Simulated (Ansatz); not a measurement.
# Surface energy of TaN(110) slab (32 atoms)

What is the surface energy of this cell, counted against the bulk crystal, and how far does it hang on functional and mesh?

Calculated with Ansatz 0.2.0: Kohn-Sham DFT, PBE, PAW (set soft_2), plane waves; cutoff 420 eV, fermi-dirac smearing of 0.1 eV. Cutoffs: 420 eV for PBE and PBEsol; 500 eV for r2SCAN.

**The cells**

The cell holds 32 atoms: 16 N and 16 Ta. Its edges and angles: a = 6.251 Å, b = 4.420 Å, c = 25.939 Å, α = 90.0°, β = 90.0°, γ = 90.0°. It derives from TaN. The starting structure: Slab of TaN cut on (1 1 0), 10.9 Å thick, 2 x 1 surface cells, both faces free, 15 Å of vacuum; not relaxed. Lattice constants are starting values near those of PBE. Vacuum lies along c.

The bulk reference is Ta4N4 in a cell of 8 atoms, 10.794 Å³ an atom.

The input of the single point on the relaxed cell:

```yaml
crystal:
  lattice:
    - [6.25082, 0.0, 0.0]
    - [0.0, 4.42, 0.0]
    - [0.0, 0.0, 25.93894]
  atoms:
    - { symbol: "N", position: [0.25, 0.0, 0.2857] }
    - { symbol: Ta, position: [0.25, 0.5, 0.29447] }
    - { symbol: Ta, position: [1.0, 0.0, 0.3401] }
    - { symbol: "N", position: [1.0, 0.5, 0.35153] }
    [... 26 atom lines left out ...]
    - { symbol: Ta, position: [0.5, 0.0, 0.70553] }
    - { symbol: "N", position: [0.5, 0.5, 0.7143] }
kpoints:
  mp_grid: { grid: [6, 8, 1] }
hamiltonian:
  xc: pbe
scf:
  occupations: { method: fermi_dirac, width: 0.1 }
output:
  forces: true
  populations: true
  dos:
    method: { smearing: { sigma: 0.08 } }
    de: 0.1
    projected: { site_lists: { "N": ["N"], Ta: [Ta] } }
  eigenvalues: true
  write_density: true
  write_potential: true
  volumetric_format: npy
```

```
         cell  formula                    k-mesh  relaxation steps  gain on relaxing (eV)  free energy, PBE (eV)  time of its runs on this page
TaN(110) slab  Ta16N16  6×8×1 (relaxed on 4×5×1)                 8                   1.33            -165080.275                           23 s
     bulk TaN    Ta4N4                  12×12×12                 1                      -             -41271.719                          7.8 s
```

**Surface energy**

The excess is the cell's free energy less 4 times that of the bulk cell. It is divided by twice the area, as the cell holds two faces, so the value is their mean, and they need not be alike (27.63 Å²), with 1 eV/Å² = 16.022 J/m².

```
           level  k-mesh  excess (eV)  surface energy (J/m²)  per area (meV/Å²)
             PBE   6×8×1        6.602                  1.914              119.5
PBE, denser mesh  7×10×1        6.604                  1.915              119.5
          r2SCAN   6×8×1        7.285                  2.112              131.8
          PBEsol   6×8×1        8.199                  2.377              148.4
```

Worked for the first row at PBE: (-165080.275) − 4 × (-41271.719) = 6.602 eV (from unrounded energies).

Then 6.602 / (2 × 27.63) × 16.022 = 1.914 J/m².

**Neighbours**

Bonds by pair of elements; cutoffs follow the first minimum of g(r), held within bounds set by covalent radii, and pairs that aren't listed don't count as bonded:

```
pair A-B  cutoff (Å)  bonds  mean length (Å)  spread (Å)  shortest (Å)  B about A  A about B
    N-Ta        2.82     88             2.21       0.043          2.11        5.5        5.5
```

How many atoms have how many bonded neighbours:

```
element  mean  4   6
      N   5.5  4  12
     Ta   5.5  4  12
```

**Findings**

At PBE the surface energy is 1.91 J/m². At the same geometries the levels give 1.91 (PBE) to 2.38 J/m² (PBEsol) and the denser mesh leaves it within 0.01 J/m². Relaxing the atoms lowered it by 0.386 J/m² from the start (on the 4×5×1 mesh of the relaxation), and the farthest atom moved 0.24 Å. By these cutoffs 4 of 16 N atoms differ from the commonest count of 6 and 4 of 16 Ta atoms differ from the commonest count of 6.

Limits: The cell edges were held, so the lattice is the typed one for every functional. Cell and bulk are sampled on unlike meshes, and the error grows with the number of atoms subtracted. These are free energies under a smearing of 0.1 eV, whose entropy term isn't removed. Spin–orbit coupling is left out, which matters for the levels of the heavy elements. In some runs the program notes that the exchange-correlation potential is rough where the density is thin.

[Logs are printed without paths, hosts, clocks, repeated set-up lines and the standing remarks that a program may print on its own settings, such as how far it seeks lower states.]

[Hosts, paths, dates, database ids (printed as entryN), source tags and the programs' standing remarks are cut or masked in the printed files.]
